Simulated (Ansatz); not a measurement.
# BP (F-43m):V_P, thermodynamic levels from a 54-atom cell

Aim: at which Fermi levels does V_P in BP (F-43m) change its charge? The model is a cell of 54 host atoms with 1 P taken out.

Method: place-levels on r2SCAN runs: charge-transition levels and formation energies with image-charge correction and potential alignment at the atomic sites; PAW set soft_1, in Ansatz 0.2.0.

### Step 1. Set-up

The cell holds 53 atoms: 27 B and 26 P. Cell: a = 9.912 Å, b = 9.912 Å, c = 9.912 Å, α = 60.0°, β = 60.0°, γ = 60.0°. It derives from BP (space group F-43m). Nearest the centre at fractional (0.250, 0.583, 0.583): B34 at 2.02 Å, B16 at 2.02 Å, B28 at 2.02 Å, B32 at 2.02 Å, P15 at 3.30 Å, P11 at 3.30 Å, P27 at 3.30 Å, P21 at 3.30 Å.

The host's dielectric constants go in as inputs: 9.31 for the electrons alone, 9.42 with the ions, computed on the host (DFPT, PBEsol, on the r2SCAN cell), and a cell off the functional's own equilibrium shifts the ionic part.

The relaxed host is scaled by +3.0 % along all axes; the dielectric constants are those of the unstrained host.

The cell's shortest repeat is 9.9 Å.

### Step 2. What was run first

Levels follow from differences of total energies between charge states, each relaxed by itself.

Each atom starts 0.05 Å or so off its site in a random direction: a symmetric start keeps its symmetry, and would miss off-centre moves and Jahn–Teller distortions. Forces are taken on a 2×2×2 shifted mesh. The cell holds 1 electron more than the neutral one, with a uniform background that keeps it neutral on the whole.

The sampling was tested on the host first: at the k-points planned (1x1x1 shifted 0.25 0.25 0.25) its energy lies 0.141 eV an atom from the dense-mesh value, so the final energies take a denser sampling.

One of the inputs; charge, spin and start change from state to state.

The input, qm1.relax/input.yaml:

```yaml
crystal:
  lattice:
    - [0.0, 7.00869291, 7.00869291]
    - [7.00869291, 0.0, 7.00869291]
    - [7.00869291, 7.00869291, 0.0]
  atoms:
    - { symbol: B, position: [0.0, 0.0, 0.0] }
    - { symbol: P, position: [0.25, 0.25, 0.25] }
[... 1 atom line left out ...]
    - { symbol: P, position: [0.25, 0.25, 0.58333333] }
[... 1 atom line left out ...]
    - { symbol: P, position: [0.25, 0.25, 0.91666667] }
[... 1 atom line left out ...]
    - { symbol: P, position: [0.25, 0.58333333, 0.25] }
[... 2 atom lines left out ...]
    - { symbol: P, position: [0.25, 0.58333333, 0.91666667] }
    - { symbol: B, position: [0.0, 0.66666667, 0.0] }
    - { symbol: P, position: [0.25, 0.91666667, 0.25] }
[... 1 atom line left out ...]
    - { symbol: P, position: [0.25, 0.91666667, 0.58333333] }
    - { symbol: B, position: [0.0, 0.66666667, 0.66666667] }
[... 4 atom lines left out ...]
    - { symbol: P, position: [0.58333333, 0.25, 0.58333333] }
[... 2 atom lines left out ...]
    - { symbol: B, position: [0.33333333, 0.33333333, 0.0] }
    - { symbol: P, position: [0.58333333, 0.58333333, 0.25] }
[... 1 atom line left out ...]
    - { symbol: P, position: [0.58333333, 0.58333333, 0.58333333] }
    - { symbol: B, position: [0.33333333, 0.33333333, 0.66666667] }
[... 3 atom lines left out ...]
    - { symbol: B, position: [0.33333333, 0.66666667, 0.33333333] }
[... 1 atom line left out ...]
    - { symbol: B, position: [0.33333333, 0.66666667, 0.66666667] }
[... 10 atom lines left out ...]
    - { symbol: P, position: [0.91666667, 0.58333333, 0.58333333] }
    - { symbol: B, position: [0.66666667, 0.33333333, 0.66666667] }
    - { symbol: P, position: [0.91666667, 0.58333333, 0.91666667] }
[... 2 atom lines left out ...]
    - { symbol: B, position: [0.66666667, 0.66666667, 0.33333333] }
    - { symbol: P, position: [0.91666667, 0.91666667, 0.58333333] }
[... 1 atom line left out ...]
    - { symbol: P, position: [0.91666667, 0.91666667, 0.91666667] }
  host:
    repeats: [3, 3, 3]
    atoms:
      - { symbol: B, position: [0.0, 0.0, 0.0] }
      - { symbol: P, position: [0.75, 0.75, 0.75] }
total_charge: -1
basis:
  ecutwfc: 500
  xc_grid: 2
hamiltonian:
  xc: r2scan
  pseudopotentials: { kind: paw, azcp: { folder: soft_1 } }
kpoints:
  mp_grid: { grid: [2, 2, 2], shift: [0.5, 0.5, 0.5] }
scf:
  occupations: { method: fixed }
  max_iter: 80
output:
  forces: true
  charged_corrections:
    epsilon: 9.31
    static_epsilon: 9.42
    defect_position: [0.25, 0.583333, 0.583333]
relax:
  f_tol: 0.02
  max_steps: 80
  random_displacement: { amplitude: 0.05, seed: 9826 }
checkpoint:
  write: "../qm1.relax.run"
  compress: false
  write_wavefunctions: true
  write_every: 100000
```

Started as:

```bash
$ ansatz run input.yaml --threads 4 --pin off --max-ram 7536MiB --backend cpu --events-out ev --progress --plain --runs-dir out
```

The run of this state that the levels use, under r2SCAN:

The input, qm1.point/input.yaml:

```yaml
crystal:
  checkpoint: "../qm1.relax.run"
  host: checkpoint
total_charge: -1
basis:
  ecutwfc: 500
  xc_grid: 2
hamiltonian:
  xc: r2scan
  pseudopotentials: { kind: paw, azcp: { folder: soft_1 } }
kpoints:
  mp_grid: { grid: [2, 2, 2], shift: [0.5, 0.5, 0.5] }
scf:
  occupations: { method: fixed }
  max_iter: 80
output:
  forces: true
  eigenvalues: true
  charged_corrections:
    epsilon: 9.31
    static_epsilon: 9.42
    defect_position: [0.25, 0.583333, 0.583333]
  eigenstates: { localisation: true }
  populations: true
  band_densities: [{ bands: [v1, v1] }, { bands: [c1, c1] }]
  write_density: true
  write_potential: true
  volumetric_format: npy
checkpoint:
  read: "../qm1.relax.run"
  write: "../qm1.point.run"
  compress: false
  write_wavefunctions: false
  write_every: 100000
```

Relaxations under r2SCAN at a 2×2×2 shifted mesh; times on 4 threads of Arm Neoverse V1, shared host:

```tsv
charge	moment (μB)	occupations	outcome	steps	largest displacement against the far atoms (Å)	time
−1	0	fixed	converged	6	0.27	3 min
0	1	fixed	converged	5	0.26	6.7 min
+1	0	fixed	converged	5	0.30	2.5 min
+2	1	fixed	converged	6	0.39	7.8 min
+3	0	fixed	converged	10	0.42	4 min
−1	2	fixed	converged	6	0.23	7.3 min
+1	2	fixed	converged	6	0.35	6.2 min
+3	2	fixed	converged	6	0.38	6.9 min
```

Single points under r2SCAN at a 2×2×2 shifted mesh; times on 4 threads of Arm Neoverse V1, shared host:

```tsv
charge	moment (μB)	occupations	outcome	time
−1	0	fixed	converged	28 s
0	1	fixed	converged	56 s
+1	0	fixed	converged	28 s
+2	1	fixed	converged	70 s
+3	0	fixed	converged	25 s
−1	2	fixed	converged	83 s
+1	2	fixed	converged	63 s
+3	2	fixed	converged	57 s
```

Distances (Å) from the ideal centre to the nearest atoms after relaxation with r2SCAN:

```tsv
charge	moment (μB)	1.	2.	3.	4.	5.	6.
−1	0	B 2.23	B 2.23	B 2.24	B 2.30	P 3.27	P 3.27
−1	2	B 2.20	B 2.25	B 2.25	B 2.26	P 3.28	P 3.28
0	1	B 2.26	B 2.27	B 2.27	B 2.28	P 3.28	P 3.29
+1	0	B 2.29	B 2.32	B 2.32	B 2.33	P 3.29	P 3.29
+1	2	B 2.34	B 2.35	B 2.36	B 2.37	P 3.29	P 3.30
+2	1	B 2.39	B 2.40	B 2.41	B 2.41	P 3.31	P 3.31
+3	0	B 2.43	B 2.44	B 2.44	B 2.45	P 3.31	P 3.31
+3	2	B 2.39	B 2.40	B 2.40	B 2.41	P 3.30	P 3.30
```

### Step 3. place-levels, r2SCAN

A charged cell interacts with its images and the background, and its potential has another zero than the host's. place-levels removes the first by a point-charge model, screened by the static dielectric constant since the ions have relaxed around the charge, and the second by comparing potentials at atoms far from the defect.

The host is a run of the defect-free crystal in the same cutoffs, grids and k-points, so that basis and sampling errors cancel in part in the differences. The host is run in a cell of 2 atoms on a matching mesh. Its band edges are searched through the zone by a band path, so the gap is smaller than, or equal to, that on the mesh. Chemical potentials are energies per atom of P (black phosphorus), run with the same functional and cutoff.

The input, levels.point.yaml:

```yaml
host:
  run: host.point.run
states: [qm1.point.run, q0_M1.point.run, qp1.point.run, qp2_M1.point.run, qp3.point.run, qm1_M2.point.run, qp1_M2.point.run, qp3_M2.point.run]
geometry_from:
  qm1.point.run: qm1.relax.run
  q0_M1.point.run: q0_M1.relax.run
  qp1.point.run: qp1.relax.run
  qp2_M1.point.run: qp2_M1.relax.run
  qp3.point.run: qp3.relax.run
  qm1_M2.point.run: qm1_M2.relax.run
  qp1_M2.point.run: qp1_M2.relax.run
  qp3_M2.point.run: qp3_M2.relax.run
  host.point.run: host.relax.run
chemical_potentials:
  P:
    energy: -759.166194
    dataset: "<sha256 of the dataset>"
epsilon: 9.31
static_epsilon: 9.42
vertical:
  - { from: qm1.point.run, to: qm1.point_neutral.run }
  - { from: qp1.point.run, to: qp1.point_neutral.run }
  - { from: qp2_M1.point.run, to: qp2_M1.point_neutral.run }
  - { from: qp3.point.run, to: qp3.point_neutral.run }
  - { from: qm1_M2.point.run, to: qm1_M2.point_neutral.run }
  - { from: qp1_M2.point.run, to: qp1_M2.point_neutral.run }
  - { from: qp3_M2.point.run, to: qp3_M2.point_neutral.run }
```

Started as:

```bash
$ ansatz place-levels levels.point.yaml -- --threads 4 --pin off --max-ram 7536MiB
```

Numbers of over 12 decimals in the logs are rounded to 6 here.

Log:

```text
[... repeated set-up lines and file paths are left out, and long positions are rounded to six places ...]
(+3/+2) 0.000 eV above the valence edge (-1.008 eV without the band-filling correction), 1.525 eV under the conduction edge; not on the lower envelope
(+2/+1) 0.192 eV beneath the valence edge (-0.499 eV without the band-filling correction), in the valence band; not on the lower envelope
(+1/0) 0.752 eV above the valence edge, 0.773 eV under the conduction edge
(0/-1) 1.469 eV above the valence edge, 0.056 eV under the conduction edge
(+3/+1) 0.096 eV beneath the valence edge (-0.753 eV without the band-filling correction), in the valence band: charges between them are lowest nowhere
formation energy of charge +3: +5.195 eV with the Fermi level at the valence edge
formation energy of charge +2: +5.195 eV with the Fermi level at the valence edge
formation energy of charge +1: +5.002 eV with the Fermi level at the valence edge
formation energy of charge 0: +5.754 eV with the Fermi level at the valence edge
formation energy of charge -1: +7.224 eV with the Fermi level at the valence edge
vertical -1 to 0: no energy, since no alignment is typed
  the change from vertical[0].from (qm1.point.run) to vertical[0].to (qm1.point_neutral.run): by its potential at epsilon 9.31 it stands at 0.285 0.619 0.618, with an rms radius of about 2.5 Å (1.4 1.4 1.4 Å across the planes of the cell's vectors); [...]
vertical +1 to 0: no energy, since no alignment is typed
  the change from vertical[1].from (qp1.point.run) to vertical[1].to (qp1.point_neutral.run): by its potential at epsilon 9.31 it stands at 0.289 0.621 0.622, with an rms radius of about 2.3 Å (1.3 1.3 1.3 Å across the planes of the cell's vectors); [...]
vertical +2 to 0: no energy, since no alignment is typed
  the change from vertical[2].from (qp2_M1.point.run) to vertical[2].to (qp2_M1.point_neutral.run): by its potential at epsilon 9.31 it stands at 0.286 0.619 0.618, with an rms radius of about 2.1 Å (1.2 1.2 1.2 Å across the planes of the cell's vectors); [...]
vertical +3 to 0: no energy, since no alignment is typed
  the change from vertical[3].from (qp3.point.run) to vertical[3].to (qp3.point_neutral.run): by its potential at epsilon 9.31 it stands at 0.288 0.621 0.620, with an rms radius of about 2.6 Å (1.5 1.5 1.5 Å across the planes of the cell's vectors); [...]
vertical -1 to 0: no energy, since no alignment is typed
  the change from vertical[4].from (qm1_M2.point.run) to vertical[4].to (qm1_M2.point_neutral.run): by its potential at epsilon 9.31 it stands at 0.290 0.650 0.624, with an rms radius of about 2.4 Å (1.6 1.0 1.6 Å across the planes of the cell's vectors); [...]
vertical +1 to 0: no energy, since no alignment is typed
[...]
of states[3] (qp2_M1.point.run): it parts from the run that its charge is read beside by 2 carriers, of which the mean alone is read, by its potential at epsilon 9.31, taken for that of held ions (one typed too small widens it): that is narrow, but one of [...]
  of states[2] (qp1.point.run): its alignment with the host at atomic sites is doubtful: the mean over the far sites moves by -0.1537 eV from their farther parts to their nearer, more than 0.05 eV. [...]
  of states[1] (q0_M1.point.run): stability_check_not_made
  of states[5] (qm1_M2.point.run): it parts from the run at its places by a charge that spreads by about 1.6 Å along one vector (1.4 Å or more is wide), by its potential at epsilon 9.31, taken for that of held ions (one typed too small widens it), where the [...]
  of states[7] (qp3_M2.point.run): it parts from the run at its places by a charge that spreads by about 1.8 Å along one vector (1.4 Å or more is wide), by its potential at epsilon 9.31, taken for that of held ions (one typed too small widens it), where the [...]
  of states[6] (qp1_M2.point.run): its alignment with the host at atomic sites is doubtful: the mean over the far sites moves by -0.1291 eV from their farther parts to their nearer, more than 0.05 eV. [...]
  of states[0] (qm1.point.run): it parts from the run at its places by a charge that spreads by about 1.4 Å along one vector (1.4 Å or more is wide), by its potential at epsilon 9.31, taken for that of held ions (one typed too small widens it), where the cell [...]
  of vertical[0].from (qm1.point.run): it parts from the run at its places by a charge that spreads by about 1.4 Å along one vector (1.4 Å or more is wide), by its potential at epsilon 9.31, taken for that of held ions (one typed too small widens it), where [...]
  of vertical[0].to (qm1.point_neutral.run): stability_check_not_made
  of vertical[1].to (qp1.point_neutral.run): stability_check_not_made
  of vertical[2].from (qp2_M1.point.run): stability_check_not_made; [...]
  of vertical[2].to (qp2_M1.point_neutral.run): stability_check_not_made
  of vertical[3].from (qp3.point.run): it parts from the run at its places by a charge that spreads by about 1.5 Å along one vector (1.4 Å or more is wide), by its potential at epsilon 9.31, taken for that of held ions (one typed too small widens it), where [...]
  of vertical[3].to (qp3.point_neutral.run): stability_check_not_made
  of vertical[4].from (qm1_M2.point.run): stability_check_not_made; [...]
  of vertical[4].to (qm1_M2.point_neutral.run): it set out from the moments of a save, which an earlier run chose (saved_moments_taken); seeded_moment_not_kept; stability_check_not_made
  of vertical[5].from (qp1_M2.point.run): its moments are held at its close (magnetization.spin_locking), by a field of 0.404 eV a Bohr magneton, and its energy and levels are of the state that this holds: a run that lets them go can end lower; [...]
  of vertical[5].to (qp1_M2.point_neutral.run): stability_check_not_made
  of vertical[6].from (qp3_M2.point.run): its moments are held at its close (magnetization.spin_locking), by a field of 0.220 eV a Bohr magneton, and its energy and levels are of the state that this holds: a run that lets them go can end lower; [...]
  of vertical[6].to (qp3_M2.point_neutral.run): stability_check_not_made
```

Wall time 1 s (4 threads of Arm Neoverse V1, shared host).

Levels between the charges placed, in eV above the valence top:

```tsv
	gap (eV)	(+3/+2)	(+2/+1)	(+1/0)	(0/−1)
r2SCAN	1.53	0.00	-0.19	0.75	1.47
```

Corrections by state:

```tsv
charge	moment (μB)	image terms and alignment (eV)	band filling (eV)	ε used	over the lowest of its charge, as the program ranks them, band filling apart (eV)
+3	0.0	0.526	-1.314	9.42	0.000
+2	1.0	0.020	-0.306	9.42	0.000
+1	0.0	-0.201	-	9.42	0.000
0	1.0	0.000	-	-	0.000
−1	2.0	0.575	-	9.42	0.000
+3	2.0	0.398	-	9.42	0.302
+1	2.0	-0.186	-	9.42	0.551
−1	0.0	0.595	-	9.42	0.049
```

The charged structures listed were also run neutral, and place-levels reads from each pair, by the potential or the spins, how wide the charge is by which they differ; that can be the carrier of either run.

```tsv
charge	rms radius (Å)	spread where it is widest against the cell (Å)	wide from (Å)	reading
+3	2.6	1.52	1.40	wide
+2	2.1	1.24	1.40	narrow
+1	2.3	1.32	1.40	narrow
−1	2.4	1.58	1.40	wide
```

The neutral runs of these pairs need not share the spin of the lowest neutral state, and very wide values only mean spread over the cell.

From the program's caveats on the states, each cut to its opening words:

- charge +3: it parts from the run at its places by a charge that spreads by about 1.5 Å along one vector (1.4 Å or more is wide), by its potential at epsilon 9.31, taken [...]
- charge +3: a band-filling correction moves a carrier to the host's band edge, which changes its energy by -1.314 eV
- charge +3: its alignment with the host at atomic sites is doubtful: the mean over the far sites moves by -0.2128 eV from their farther parts to their nearer, more than [...]
- charge +2 (1 μB): it parts from the run that its charge is read beside by 2 carriers, of which the mean alone is read, by its potential at epsilon 9.31, taken for that of held [...]
- charge +2 (1 μB): a band-filling correction moves a carrier to the host's band edge, which changes its energy by -0.306 eV
- charge +2 (1 μB): its alignment with the host at atomic sites is doubtful: the mean over the far sites moves by -0.2394 eV from their farther parts to their nearer, more than [...]
- charge +2 (1 μB), 0 (1 μB), −1 (2 μB), +3 (2 μB), +1 (2 μB): flagged: stability check not made
- charge +1: its alignment with the host at atomic sites is doubtful: the mean over the far sites moves by -0.1537 eV from their farther parts to their nearer, more than [...]
- charge −1 (2 μB): it parts from the run at its places by a charge that spreads by about 1.6 Å along one vector (1.4 Å or more is wide), by its potential at epsilon 9.31, taken [...]
- charge −1 (2 μB): its alignment with the host at atomic sites is doubtful: the mean over the far sites moves by +0.1022 eV from their farther parts to their nearer, more than [...]
- charge +3 (2 μB): it parts from the run at its places by a charge that spreads by about 1.8 Å along one vector (1.4 Å or more is wide), by its potential at epsilon 9.31, taken [...]
- charge +3 (2 μB): its alignment with the host at atomic sites is doubtful: the mean over the far sites moves by -0.1387 eV from their farther parts to their nearer, more than [...]
- charge +3 (2 μB): its moments are held at its close (magnetization.spin_locking), by a field of 0.220 eV a Bohr magneton, and its energy and levels are of the state that this [...]
- charge +3 (2 μB): filled levels lie above empty ones at the fixed electron count

The host's formation energy from the elements is -0.438 eV per atom at this strain; it sets how far the chemical potentials can move.

Limit set by the element alone; other compounds of these elements are not counted. Chemical potentials from the elements' reference states: B 0.00 eV, P -0.88 eV. Formation energy by charge state (B-rich; gap 1.53 eV):

```tsv
charge	at valence top (eV)	at conduction bottom (eV)	correction included (eV)
+3	4.32	8.89	-0.79
+2	4.32	7.37	-0.29
+1	4.13	5.65	-0.20
0	4.88	4.88	0.00
−1	6.35	4.82	0.57
```

| Fermi level (eV) | lowest formation energy (eV) |
| --- | --- |
| 0.00 | 4.13 |
| 0.14 | 4.26 |
| 0.28 | 4.40 |
| 0.42 | 4.54 |
| 0.55 | 4.68 |
| 0.69 | 4.82 |
| 0.83 | 4.88 |
| 0.97 | 4.88 |
| 1.11 | 4.88 |
| 1.25 | 4.88 |
| 1.39 | 4.88 |
| 1.53 | 4.82 |

Limit set by the element alone; other compounds of these elements are not counted. Chemical potentials from the elements' reference states: P 0.00 eV, B -0.88 eV. Formation energies (P-rich), with the Fermi level at the valence top and at the conduction bottom (gap 1.53 eV):

```tsv
charge	at valence top (eV)	at conduction bottom (eV)	correction included (eV)
+3	5.19	9.77	-0.79
+2	5.19	8.25	-0.29
+1	5.00	6.53	-0.20
0	5.75	5.75	0.00
−1	7.22	5.70	0.57
```

| Fermi level (eV) | lowest formation energy (eV) |
| --- | --- |
| 0.00 | 5.00 |
| 0.14 | 5.14 |
| 0.28 | 5.28 |
| 0.42 | 5.42 |
| 0.55 | 5.56 |
| 0.69 | 5.70 |
| 0.83 | 5.75 |
| 0.97 | 5.75 |
| 1.11 | 5.75 |
| 1.25 | 5.75 |
| 1.39 | 5.75 |
| 1.53 | 5.70 |

### Step 4. What came out

- gap of the host: 1.53 eV (r2SCAN)
- level (plus 3/plus 2): 0.00 eV above the valence top, not a change between lowest states (-1.01 eV above the valence top without the band-filling term)
- level (plus 2/plus 1): 0.19 eV below the valence top, not a change between lowest states (-0.50 eV above the valence top without the band-filling term)
- level (plus 1/0): 0.75 eV above the valence top
- level (0/minus 1): 1.47 eV above the valence top
- lowest of the charges placed, just above the valence top (0.02 eV): +1
- lowest of the charges placed, just below the conduction bottom (0.02 eV): −1
- lowest formation energy at mid-gap of the charges run, B-rich: 4.88 eV
- lowest formation energy at mid-gap of the charges run, P-rich: 5.75 eV

Of the charges placed (−1, 0, +1, +2 and +3), the lowest changes at 0.75 eV (+1/0) and 1.47 eV (0/−1) above the valence top, in a gap of 1.53 eV. (0/−1) lies nearer to a band edge than the share of the finite-size correction in it (0.57 eV), and that correction holds for a localised charge alone. (0/−1) lies 0.06 eV from a band edge, less than the doubt on such levels. Charges below −1 were not placed, so these runs say nothing of levels that involve them. States placed: +3 at 0 μB and 2 μB; +2 at 1 μB; +1 at 0 μB and 2 μB; 0 at 1 μB; −1 at 2 μB and 0 μB. Other spin states or structures, where not listed, weren't placed. The program finds carriers beyond a band edge of the host and adds a band-filling term at charge +2 (-0.31 eV) and +3 (-1.31 eV); steps to such a charge show no bound level, and a defect level inside a band would be read the same way. The program doubts the alignment of potentials for at least one state, a sign that the cell is small. Keep in mind: r2SCAN makes the gap too small and tends to spread out bound carriers.

[Logs are printed without paths, hosts, clocks, repeated set-up lines and the standing remarks that a program may print on its own settings, such as how far it seeks lower states.]

[Hosts, paths, dates, database ids (printed as entryN), source tags and the programs' standing remarks are cut or masked in the printed files.]

[Where a table of states has a column of steps, it counts the stored structures, which are thinned; the runs took as many ionic steps or more.]

[A defect's name tells the site on which it was built; relaxed atoms can leave that site.]

[For some hosts the program warned that the k-mesh of the response run may be too coarse for force constants and the static dielectric constant; such warnings are not shown here.]
